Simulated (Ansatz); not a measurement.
# I on Ta(110), ontop start, 2x2 cell: photoemission fingerprints

Wanted: core-level shifts and unfolded surface bands for I on Ta(110), ontop start, 2x2 cell.

Program: Ansatz 0.2.0. Level of theory: DFT, PBE, plane-wave PAW, default files, scalar-relativistic. Results are calculated unless marked as measured.

### 1. The starting structure

The cell holds 4 atoms: 4 Ta. Its edges and angles: a = 3.310 Å, b = 2.867 Å, c = 22.022 Å, α = 90.0°, β = 90.0°, γ = 54.7°. It derives from Ta. Vacuum lies along c.

### 2. The clean face

The clean face is the reference for what the added atoms change.

File input.yaml:

```yaml
crystal:
  lattice:
    - [3.31, 0.0, 0.0]
    - [1.655, 2.3405234457, 0.0]
    - [0.0, 0.0, 22.0215703372]
  atoms:
    - { symbol: Ta, position: [0.0, 0.0, 0.659424833] }
    - { symbol: Ta, position: [0.5, 0.0, 0.553141611] }
    - { symbol: Ta, position: [0.0, 0.0, 0.446858389] }
    - { symbol: Ta, position: [0.5, 0.0, 0.340575167] }
kpoints:
  mp_grid: { grid: [16, 16, 1] }
scf:
  occupations: { method: fermi_dirac, width: 0.05 }
  n_extra_bands: 12
hamiltonian:
  xc: pbe
  pseudopotentials: { kind: paw }
output:
  forces: true
  write_potential: true
  volumetric_format: []
  dos:
    projected: true
    de: 0.05
    e_range: [-30, 12]
    method: { smearing: { sigma: 0.1, scheme: gaussian } }
efield:
  axis: 3
  dipole_correction: true
relax:
  f_tol: 0.03
  max_steps: 50
  constraints: [{ sites: [2, 3] }]
```

Launch:

```bash
ansatz run input.yaml --threads 8 --pin off --max-ram 20480MiB --backend cpu --events-out ev --progress --plain --runs-dir out
```

Numbers of over 12 decimals in the logs are rounded to 6 here.

Output:

```text
scf.n_extra_bands = 12 over 26 filled bands (N_el = 52.0): the run solves 38 bands
Engine: ansatz 0.2.0, aarch64-unknown-linux-gnu
Pseudopotentials: kind: paw
Pseudopotential: Ta, paw, valence charge 13, recommended cutoff 420 eV (normal), Ta.paw.azcp
Functional definition: PBE
  parameter kappa = 0.804
  parameter beta = 0.066725
  exchange = pbe_x(kappa = kappa, mu = beta*pi^2/3)
  correlation = pbe_c(beta = beta)
Crystal: 4 atoms, lattice volume = 170.604 Å³
Basis set: ecut = 420 eV, 3347 PW (Γ), exchange–correlation on 48×40×300 points (8 copies of the dense FFT grid, shifted against one another)
Bands: 38, of which v1, the nominal top of the filled ones, is band 26 counted from 1 (25 counted from 0)
Symmetry: 4 space group operations
k-points: 73 of 256
Non-local potential: Ta, projectors of the file, l = 0: 3, l = 1: 2, l = 2: 2, l = 3: 1
PAW form: soft (Blöchl's): semilocal exchange-correlation on the pseudo side does not see the compensation charge
PAW one-centre angular grid: Ta, 590 points (default); XC on 64 Gauss nodes
Initial density: superposition of atomic densities (neutral atoms: chi_scale 0, normalization atom), corrected by the library's trained network
Initial wavefunctions: pseudopotential atomic-orbital guess
Functional: x = pbe(κ = 0.804, μ = 0.219515), c = pbe(β = 0.066725)
SCF iter   1: F=—  HF=-39726.741260 eV  |F-HF|=—  |Δ(HF+E_count)|=         —  Δρ=5.89e-3  dr2=1.22e0  ethr=1.77e-3  p=0.000 e·Å  D=1.55e-13 V/Å  ΔV_dip=-0.00 eV  dr2_dipole=2.81e-6  V_vac-E_F(+/−)=5.02/5.02 eV  ⟨swp⟩=6.7  Hψ=12199  notcnv=0  defer=47
efield: sawtooth ramp at fractional position 0.9500 (placed from the atoms, in the widest stretch of the axis that holds none; the zero of the levels goes with the place), width 0.1000; the density the first Hamiltonian is built on has a dipole p = 0.000 e·Å; the dipole correction subtracts the counter field D = 1.55e-13 V/Å, which shifts the + side's vacuum level by -0.00 eV against the − side's; the planar-averaged density in the ramp window peaks in size at 4.4e-5 e/Å³
preconditioner: auto → LDOS  [metal: Δε(μ)=0.021 eV  Ē_g=5.208 eV  σ=0.050 eV  W_gap=0.10  n_scr=14 (ndim 8)  ℏωp=12.7 eV  f_vac=0.489  D(μ)=5.66/eV (n_scr^D=36)  β→1.0]
SCF iter   2: F=—  HF=-39726.702352 eV  |F-HF|=—  |Δ(HF+E_count)|=   3.89e-2  Δρ=1.70e-3  dr2=9.06e-3  ethr=1.77e-3  p=0.000 e·Å  D=5.84e-6 V/Å  ΔV_dip=-0.00 eV  dr2_dipole=1.32e-6  V_vac-E_F(+/−)=4.85/4.85 eV  ⟨swp⟩=1.0  Hψ=3362  notcnv=0  defer=119
SCF iter   3: F=—  HF=-39726.702121 eV  |F-HF|=—  |Δ(HF+E_count)|=   2.31e-4  Δρ=5.26e-4  dr2=2.55e-3  ethr=1.74e-5  p=-0.000 e·Å  D=-3.85e-7 V/Å  ΔV_dip=0.00 eV  dr2_dipole=7.76e-8  V_vac-E_F(+/−)=4.87/4.87 eV  ⟨swp⟩=2.9  Hψ=5469  notcnv=0  defer=279
SCF iter   4: F=—  HF=-39726.702024 eV  |F-HF|=—  |Δ(HF+E_count)|=   9.71e-5  Δρ=1.36e-4  dr2=1.07e-4  ethr=4.90e-6  p=0.000 e·Å  D=2.06e-6 V/Å  ΔV_dip=-0.00 eV  dr2_dipole=4.67e-12  V_vac-E_F(+/−)=4.86/4.86 eV  ⟨swp⟩=2.4  Hψ=3582  notcnv=0  defer=279
iter 5 did not close the SCF: its close was put off for the readings that it lacked (scf_convergence_deferred on its scf_iter line)
SCF iter   5: F=-39726.702034 eV  HF=-39726.702033 eV  |F-HF|=8.39e-7  |Δ(HF+E_count)|=   8.87e-6  Δρ=3.38e-5  dr2=3.20e-6  ethr=2.06e-7  p=0.000 e·Å  D=1.15e-6 V/Å  ΔV_dip=-0.00 eV  dr2_dipole=4.43e-11  V_vac-E_F(+/−)=4.85/4.85 eV  ⟨swp⟩=2.2  Hψ=3361  notcnv=0  defer=279
SCF iter   6: F=-39726.702035 eV  HF=-39726.702035 eV  |F-HF|=1.40e-7  |Δ(HF+E_count)|=   2.24e-6  Δρ=1.28e-5  dr2=6.56e-7  ethr=6.16e-9  p=0.000 e·Å  D=6.23e-7 V/Å  ΔV_dip=-0.00 eV  dr2_dipole=1.67e-11  V_vac-E_F(+/−)=4.85/4.85 eV  ⟨swp⟩=15.2  Hψ=24231  notcnv=0
SCF 1 converged in 6 iterations: F = -39726.702035 eV  dr2 = 6.56e-7
  greatest PAW one-centre occupation: 0.999 electrons in one spin orbital (limit 2), on the Ta atom at site 3 (counted from 0), in its partial waves of l = 0
relax step   1: F+E_penalty+E_count = -39726.70203505 eV  Δ(F+E_penalty+E_count) = +0.000e0 eV  max|allowed force component| = 4.476e-1 eV/Å  Δτ_max = 0.0000 Å  (6 SCF iters, dr2 threshold 2.25e-5 eV, accepted)
Initial density: handed on by an earlier stage of this run
Initial wavefunctions: those handed on with the density
iter 1 solved again at ethr=2.35e-3 eV; its pass at ethr=3.10e-3 eV (dr2=1.22e0 eV) is discarded
SCF iter   1: F=—  HF=-39726.781910 eV  |F-HF|=—  |Δ(HF+E_count)|=         —  Δρ=1.08e-2  dr2=1.17e0  ethr=2.35e-3  p=0.000 e·Å  D=4.37e-7 V/Å  ΔV_dip=-0.00 eV  dr2_dipole=4.43e-3  V_vac-E_F(+/−)=4.89/4.89 eV  ⟨swp⟩=1.0  Hψ=10552  notcnv=0  defer=236
efield: sawtooth ramp at fractional position 0.9500 (handed on by an earlier solve), width 0.1000; the density the first Hamiltonian is built on has a dipole p = 0.000 e·Å; the dipole correction subtracts the counter field D = 4.37e-7 V/Å, which shifts the + side's vacuum level by -0.00 eV against the − side's; the planar-averaged density in the ramp window peaks in size at 1.8e-5 e/Å³
preconditioner: auto → LDOS  [metal: Δε(μ)=0.003 eV  Ē_g=5.351 eV  σ=0.050 eV  W_gap=0.02  n_scr=14 (ndim 8)  ℏωp=12.7 eV  f_vac=0.497  D(μ)=5.15/eV (n_scr^D=20)  β→1.0]
SCF iter   2: F=—  HF=-39726.719536 eV  |F-HF|=—  |Δ(HF+E_count)|=   6.24e-2  Δρ=6.41e-3  dr2=3.17e-1  ethr=2.25e-3  p=0.015 e·Å  D=1.55e-2 V/Å  ΔV_dip=-0.34 eV  dr2_dipole=1.94e-3  V_vac-E_F(+/−)=4.50/4.84 eV  ⟨swp⟩=2.9  Hψ=4149  notcnv=0  defer=236
SCF iter   3: F=—  HF=-39726.683834 eV  |F-HF|=—  |Δ(HF+E_count)|=   3.57e-2  Δρ=1.89e-3  dr2=2.57e-2  ethr=6.10e-4  p=0.007 e·Å  D=6.93e-3 V/Å  ΔV_dip=-0.15 eV  dr2_dipole=1.18e-3  V_vac-E_F(+/−)=4.71/4.86 eV  ⟨swp⟩=3.2  Hψ=5026  notcnv=0  defer=265
SCF iter   4: F=—  HF=-39726.680060 eV  |F-HF|=—  |Δ(HF+E_count)|=   3.77e-3  Δρ=4.25e-4  dr2=6.83e-4  ethr=4.94e-5  p=0.007 e·Å  D=7.51e-3 V/Å  ΔV_dip=-0.17 eV  dr2_dipole=3.01e-5  V_vac-E_F(+/−)=4.70/4.86 eV  ⟨swp⟩=2.7  Hψ=4707  notcnv=0  defer=268
SCF iter   5: F=—  HF=-39726.680083 eV  |F-HF|=—  |Δ(HF+E_count)|=   2.28e-5  Δρ=1.24e-4  dr2=8.34e-5  ethr=1.31e-6  p=0.007 e·Å  D=7.48e-3 V/Å  ΔV_dip=-0.16 eV  dr2_dipole=1.08e-5  V_vac-E_F(+/−)=4.70/4.86 eV  ⟨swp⟩=2.2  Hψ=3340  notcnv=0  defer=268
SCF iter   6: F=—  HF=-39726.680099 eV  |F-HF|=—  |Δ(HF+E_count)|=   1.58e-5  Δρ=3.85e-5  dr2=1.88e-5  ethr=2.41e-8  p=0.007 e·Å  D=7.30e-3 V/Å  ΔV_dip=-0.16 eV  dr2_dipole=6.77e-6  V_vac-E_F(+/−)=4.70/4.86 eV  ⟨swp⟩=19.3  Hψ=25524  notcnv=0
SCF iter   7: F=-39726.680101 eV  HF=-39726.680102 eV  |F-HF|=9.11e-7  |Δ(HF+E_count)|=   2.76e-6  Δρ=1.30e-5  dr2=1.50e-6  ethr=2.41e-8  p=0.007 e·Å  D=7.23e-3 V/Å  ΔV_dip=-0.16 eV  dr2_dipole=4.41e-8  V_vac-E_F(+/−)=4.70/4.86 eV  ⟨swp⟩=12.6  Hψ=20716  notcnv=0
SCF 2 converged in 7 iterations: F = -39726.680101 eV  dr2 = 1.50e-6
  greatest PAW one-centre occupation: 1.000 electrons in one spin orbital (limit 2), on the Ta atom at site 0 (counted from 0), in its partial waves of l = 0
relax step   2: F+E_penalty+E_count = -39726.68010080 eV  Δ(F+E_penalty+E_count) = +2.193e-2 eV  max|allowed force component| = 8.236e-1 eV/Å  Δτ_max = 0.1931 Å  (7 SCF iters, dr2 threshold 1.25e-5 eV, rejected (line search))
iter 1 solved again at ethr=7.51e-4 eV; its pass at ethr=3.10e-3 eV (dr2=3.90e-1 eV) is discarded
SCF iter   1: F=—  HF=-39726.755644 eV  |F-HF|=—  |Δ(HF+E_count)|=         —  Δρ=5.79e-3  dr2=3.75e-1  ethr=7.51e-4  p=0.007 e·Å  D=7.23e-3 V/Å  ΔV_dip=-0.16 eV  dr2_dipole=4.91e-4  V_vac-E_F(+/−)=4.68/4.84 eV  ⟨swp⟩=1.2  Hψ=9241  notcnv=0  defer=265
efield: sawtooth ramp at fractional position 0.9500 (handed on by an earlier solve), width 0.1000; the density the first Hamiltonian is built on has a dipole p = 0.007 e·Å; the dipole correction subtracts the counter field D = 7.23e-3 V/Å, which shifts the + side's vacuum level by -0.16 eV against the − side's; the planar-averaged density in the ramp window peaks in size at 9.4e-6 e/Å³
preconditioner: auto → LDOS  [metal: Δε(μ)=0.025 eV  Ē_g=5.245 eV  σ=0.050 eV  W_gap=0.12  n_scr=14 (ndim 8)  ℏωp=12.7 eV  f_vac=0.493  D(μ)=5.25/eV (n_scr^D=28)  β→1.0]
SCF iter   2: F=—  HF=-39726.734564 eV  |F-HF|=—  |Δ(HF+E_count)|=   2.11e-2  Δρ=3.31e-3  dr2=7.10e-2  ethr=7.21e-4  p=-0.003 e·Å  D=-2.66e-3 V/Å  ΔV_dip=0.06 eV  dr2_dipole=9.61e-3  V_vac-E_F(+/−)=4.92/4.86 eV  ⟨swp⟩=2.8  Hψ=3966  notcnv=0  defer=266
SCF iter   3: F=—  HF=-39726.725568 eV  |F-HF|=—  |Δ(HF+E_count)|=   9.00e-3  Δρ=1.04e-3  dr2=8.95e-3  ethr=1.37e-4  p=0.003 e·Å  D=3.09e-3 V/Å  ΔV_dip=-0.07 eV  dr2_dipole=6.76e-4  V_vac-E_F(+/−)=4.79/4.86 eV  ⟨swp⟩=2.5  Hψ=4672  notcnv=0  defer=270
SCF iter   4: F=—  HF=-39726.724444 eV  |F-HF|=—  |Δ(HF+E_count)|=   1.12e-3  Δρ=2.44e-4  dr2=4.43e-4  ethr=1.72e-5  p=0.003 e·Å  D=2.69e-3 V/Å  ΔV_dip=-0.06 eV  dr2_dipole=9.94e-5  V_vac-E_F(+/−)=4.80/4.86 eV  ⟨swp⟩=2.1  Hψ=3340  notcnv=0  defer=270
SCF iter   5: F=—  HF=-39726.724443 eV  |F-HF|=—  |Δ(HF+E_count)|=   8.04e-7  Δρ=8.28e-5  dr2=4.48e-5  ethr=8.52e-7  p=0.003 e·Å  D=2.77e-3 V/Å  ΔV_dip=-0.06 eV  dr2_dipole=2.73e-6  V_vac-E_F(+/−)=4.80/4.86 eV  ⟨swp⟩=2.0  Hψ=3333  notcnv=0  defer=270
SCF iter   6: F=—  HF=-39726.724334 eV  |F-HF|=—  |Δ(HF+E_count)|=   1.09e-4  Δρ=1.98e-5  dr2=1.98e-6  ethr=8.62e-8  p=0.003 e·Å  D=2.92e-3 V/Å  ΔV_dip=-0.06 eV  dr2_dipole=5.16e-7  V_vac-E_F(+/−)=4.80/4.86 eV  ⟨swp⟩=2.0  Hψ=3535  notcnv=0  defer=270
SCF iter   7: F=—  HF=-39726.724334 eV  |F-HF|=—  |Δ(HF+E_count)|=   3.79e-7  Δρ=5.95e-6  dr2=1.71e-7  ethr=3.81e-9  p=0.003 e·Å  D=2.96e-3 V/Å  ΔV_dip=-0.07 eV  dr2_dipole=7.09e-9  V_vac-E_F(+/−)=4.80/4.86 eV  ⟨swp⟩=2.5  Hψ=4384  notcnv=0  defer=270
SCF iter   8: F=-39726.724334 eV  HF=-39726.724334 eV  |F-HF|=2.26e-9  |Δ(HF+E_count)|=   8.52e-8  Δρ=1.67e-6  dr2=1.80e-8  ethr=1.92e-10  p=0.003 e·Å  D=3.00e-3 V/Å  ΔV_dip=-0.07 eV  dr2_dipole=1.91e-11  V_vac-E_F(+/−)=4.79/4.86 eV  ⟨swp⟩=16.5  Hψ=21436  notcnv=0
SCF 3 converged in 8 iterations: F = -39726.724334 eV  dr2 = 1.80e-8
relax step   3: F+E_penalty+E_count = -39726.72433416 eV  Δ(F+E_penalty+E_count) = -2.230e-2 eV  max|allowed force component| = 2.027e-2 eV/Å  Δτ_max = 0.0955 Å  (8 SCF iters, accepted)
NSCF: frozen V_eff on 73 k-points
the band table was solved once a step of the walk had ended and its energy, with any forces and stress, was formed, with the checks that follow a solve (13878 applications of the Hamiltonian). They found nothing against the state; the energy, forces and stress were not computed again (output.eigenvalues in the input reference)
WARN: The output density's exchange-correlation potential varies sharply where the density is thin. Do not read a vacuum level from v_tot or v_xc, or from such a field of the output density. On a cell that repeats whose density bears no net charge and no dipole along the vacuum's axis use v_es (v_loc + v_h of the components); under efield.dipole_correction with no amplitude use v_es + v_field, which holds any externa [...]
SCF converged after 8 iterations
Free energy (F): -39726.724334 eV
Harris-Foulkes:  -39726.724334 eV  (|F-HF|=2.26e-9)
Internal energy: -39726.681452 eV  (E = F + TS)
E sigma→0 (E₀):  -39726.702893 eV
Entropy (-TS):   -0.042882 eV (-10.721 meV/atom)
Fermi energy:    5.290179 eV
Dipole field:    D = 0.002992 V/Å  (p = 0.002821 e·Å, saw-weighted, corrected)
Work function:   Φ+ = 4.7948 eV   Φ− = 4.8607 eV
Levels:          The Fermi level and band energies are counted from a zero that moves with the ramp; work functions are not
--- Per-component energies (eV) ---
  E_band       = -1113.534408
  E_kinetic    = 1457.861146
  E_local      = -42247.429408  (includes V_loc(G=0)·N_el)
  E_nonlocal   = 59.619798
  E_hartree    = 20439.310092
  E_xc         = -870.177074
  E_vxc        = -811.295176  (∫ρ·V_xc dr)
  E_paw        = -33585.911834  (= ΣΔE_a)
  E_vpaw       = -450.894263  (= ΣTr[D̂ρ^β])
  E_aug_tail   = 0.000572  (compensation charges beyond the density's cutoff)
  E_efield     = 0.000004  (sawtooth field / dipole correction)
  E_vefield    = 0.003661  (∫n·V_field dr)
  E_ewald      = 15020.045251
  E_smearing   = -0.042882  (= −TS)
  E_closure    = -0.000000  (closes the sum)
  Σ components = -39726.724334   (vs F -39726.724334, Δ=0.00e0)
--- Forces (eV/Å), atoms counted from 1 ---
  atom   1  Ta     0.00000000     0.00000000     0.02027356
  atom   2  Ta     0.00000000    -0.00000000    -0.01148253
  atom   3  Ta     0.00000000    -0.00000000    -0.46748629
  atom   4  Ta     0.00000000     0.00000000     0.45872247
  max |Σ_I F_I| component: 2.72e-5 eV/Å
--- Band table (eV; the first three rows and the last of 73) ---
  k-point 0: bands = [... 22 lower, 4.7882, 5.0032, 5.1144, 5.6802, 5.7221, 5.8677, 6.3114, 6.5660, ... 8 higher]
  k-point 1: bands = [... 22 lower, 4.7965, 5.1463, 5.1564, 5.6066, 5.8198, 5.8825, 6.2195, 6.2712, ... 8 higher]
  k-point 2: bands = [... 22 lower, 4.8581, 5.0399, 5.3916, 5.5289, 5.6027, 5.9124, 6.0532, 6.3325, ... 8 higher]
  k-point 72: bands = [... 22 lower, 4.0229, 4.4821, 4.5083, 4.6812, 5.4757, 5.5239, 5.7528, 7.5447, ... 8 higher]
--- Relaxed structure (3 steps of the walk, 2 accepted, 0 SCFs on fresh bases) ---
  F+E_penalty+E_count = -39726.72433416 eV   max|allowed force component| = 2.027e-2 eV/Å
  atoms:
    - { symbol: Ta, position: [1.1327938433639588e-18, -2.2655876867279176e-18, 0.655087] }
    - { symbol: Ta, position: [0.5, 0, 0.553215] }
    - { symbol: Ta, position: [0.0, 0.0, 0.446858389] }
    - { symbol: Ta, position: [0.5, 0.0, 0.340575167] }
```

Wall time 16 s (8 threads of Arm Neoverse V2, shared host); peak memory 0.73 GiB.

The steps of the relaxation:

| step | energy less that of the first step (eV) | largest force component (eV/Å) |
| --- | --- | --- |
| 1 | 0.0000 | 0.4476 |
| 2 | 0.0219 | 0.8236 |
| 3 | -0.0223 | 0.0203 |

Relaxation step 2 was tried and not accepted.

Forces are held to the 4 operations that the run works with; a distortion that breaks them can't arise in this run.

The atoms that moved most (Å):

| atom | dx | dy | dz | length |
| --- | --- | --- | --- | --- |
| Ta1 | 0.000 | 0.000 | -0.096 | 0.096 |

Final coordinates:

```xyz
4
Lattice="3.3100 0.0000 0.0000 1.6550 2.3405 0.0000 0.0000 0.0000 22.0216" Properties=species:S:1:pos:R:3
Ta    0.0000    0.0000   14.4260
Ta    1.6550    0.0000   12.1827
Ta    0.0000    0.0000    9.8405
Ta    1.6550    0.0000    7.5000
```

This step gave:

```
free energy                                    : -39726.7243 eV
energy at zero smearing                        : -39726.7029 eV
smearing term TS                               : 0.04288 eV
Fermi energy                                   : 5.290 eV
symmetry operations                            : 4
zero of energy                                 : Fermi level
share of occupied states in no projected shell : 0.0179 of the occupied states in the window
DOS at the Fermi level                         : 5.109 states/eV/cell
work function, upper face                      : 4.795 eV
work function, lower face                      : 4.861 eV
```

This run's widths, added to any smearing of the DOS itself: Gaussian 0.35 eV, Lorentzian 0.2 eV plus 0.08 an eV of depth. Intensity against binding energy, zero at the Fermi level; values in % of the maximum within 13 eV:

| binding energy (eV) | 21.2 eV | 60 eV | 150 eV | 1486.7 eV | 5414.7 eV |
| --- | --- | --- | --- | --- | --- |
| -1.0 | 3.08 | 3.15 | 3.28 | 3.11 | 3.21 |
| -0.5 | 7.26 | 7.48 | 7.72 | 7.33 | 7.54 |
| 0.0 | 48.8 | 50.5 | 52.1 | 49.2 | 50.7 |
| 0.5 | 91.8 | 96.2 | 97.3 | 92.0 | 93.9 |
| 1.0 | 97.7 | 99.3 | 99.2 | 97.6 | 98.0 |
| 1.5 | 85.2 | 84.1 | 84.5 | 85.0 | 84.7 |
| 2.0 | 42.6 | 43.0 | 43.8 | 42.6 | 43.0 |
| 2.5 | 44.0 | 43.4 | 46.7 | 45.1 | 46.7 |
| 3.0 | 47.5 | 46.4 | 52.9 | 49.5 | 52.5 |
| 3.5 | 34.5 | 33.9 | 42.0 | 37.0 | 40.9 |
| 4.0 | 22.4 | 21.8 | 30.5 | 25.3 | 29.7 |
| 4.5 | 11.5 | 11.4 | 19.1 | 14.2 | 18.2 |
| 5.0 | 5.54 | 5.67 | 11.9 | 7.68 | 11.1 |
| 5.5 | 3.01 | 3.16 | 8.15 | 4.76 | 7.53 |
| 6.0 | 1.89 | 2.04 | 6.16 | 3.34 | 5.66 |
| 6.5 | 1.24 | 1.35 | 4.32 | 2.30 | 3.99 |
| 7.0 | 0.863 | 0.939 | 3.02 | 1.62 | 2.82 |
| 7.5 | 0.647 | 0.690 | 1.92 | 1.09 | 1.80 |
| 8.0 | 0.511 | 0.527 | 1.09 | 0.713 | 1.03 |
| 8.5 | 0.419 | 0.426 | 0.743 | 0.531 | 0.709 |
| 9.0 | 0.351 | 0.356 | 0.568 | 0.426 | 0.544 |

The planar mean, electrostatic potential oscillates, so the rows of the table below give means over windows of 1 Å about each position, cut where the curve ends. Its maxima inside the range that stand out by 2 % of the span (Å: eV): 8.7: -1.26, 11.0: -1.24, 13.4: -2.26. Its minima: 7.5: -19.7, 9.8: -19.5, 12.2: -19.5, 14.4: -19.6.

From the Fermi level. Table of planar mean, electrostatic potential by z; means over each step:

| z (Å) | planar mean, electrostatic potential (eV) |
| --- | --- |
| 0 | 4.84 |
| 1 | 4.86 |
| 2 | 4.86 |
| 3 | 4.86 |
| 4 | 4.83 |
| 5 | 4.58 |
| 6 | 2.14 |
| 7 | -11.7 |
| 8 | -11.5 |
| 9 | -5.89 |
| 10 | -15.8 |
| 11 | -3.65 |
| 12 | -15.6 |
| 13 | -6.60 |
| 14 | -12.8 |
| 15 | -10.4 |
| 16 | 2.50 |
| 17 | 4.56 |
| 18 | 4.77 |
| 19 | 4.79 |
| 20 | 4.79 |
| 21 | 4.80 |

The spectra weight each projected shell by its atomic cross section (Dirac–Hartree–Slater) and angular factor, for linear light with the analyser at 0° from the polarisation. Broadening, on top of any smearing of the DOS itself: a Gaussian of 0.35 eV and a Lorentzian of 0.2 eV plus 0.08 times the binding energy (full widths), Fermi edge at 300 K. Each atom is damped by exp[−depth/(λ cos θ)], θ = 60° from the normal, λ from the universal curve. The files freeze Ta 4f, so the spectra stop above those lines. Curves are cut 10 eV under the photon energy, above any shell that the free atom's threshold puts out of reach, or at the lower edge of the window: 9.2 eV at 21.2 eV, 9.2 eV at 60 eV, 9.2 eV at 150 eV, 9.2 eV at 1486.7 eV and 9.2 eV at 5414.7 eV. Dipole terms alone, which is rough above 3 keV; no background, satellites or final-state effects.

How the area divides among the shells (%):

| shell | 21.2 eV | 60 eV | 150 eV | 1486.7 eV | 5414.7 eV |
| --- | --- | --- | --- | --- | --- |
| Ta 6s | 0.0 | 0.7 | 13.2 | 4.8 | 11.6 |
| Ta 5d | 99.6 | 99.2 | 86.5 | 94.9 | 87.8 |

At the Fermi level the DOS is 5.11 states/eV a cell, and on the broadened curves Ta 5d holds 84 % of the total there.

(Continued in part 2 of 4.)

[Logs are printed without paths, hosts, clocks, repeated set-up lines and the standing remarks that a program may print on its own settings, such as how far it seeks lower states.]

[Hosts, paths, dates, database ids (printed as entryN), source tags and the programs' standing remarks are cut or masked in the printed files.]

[Maps of the electrostatic potential energy from Ansatz leave out the sawtooth potential of an applied field or a dipole correction, so their vacuum need not be flat; work functions include it.]
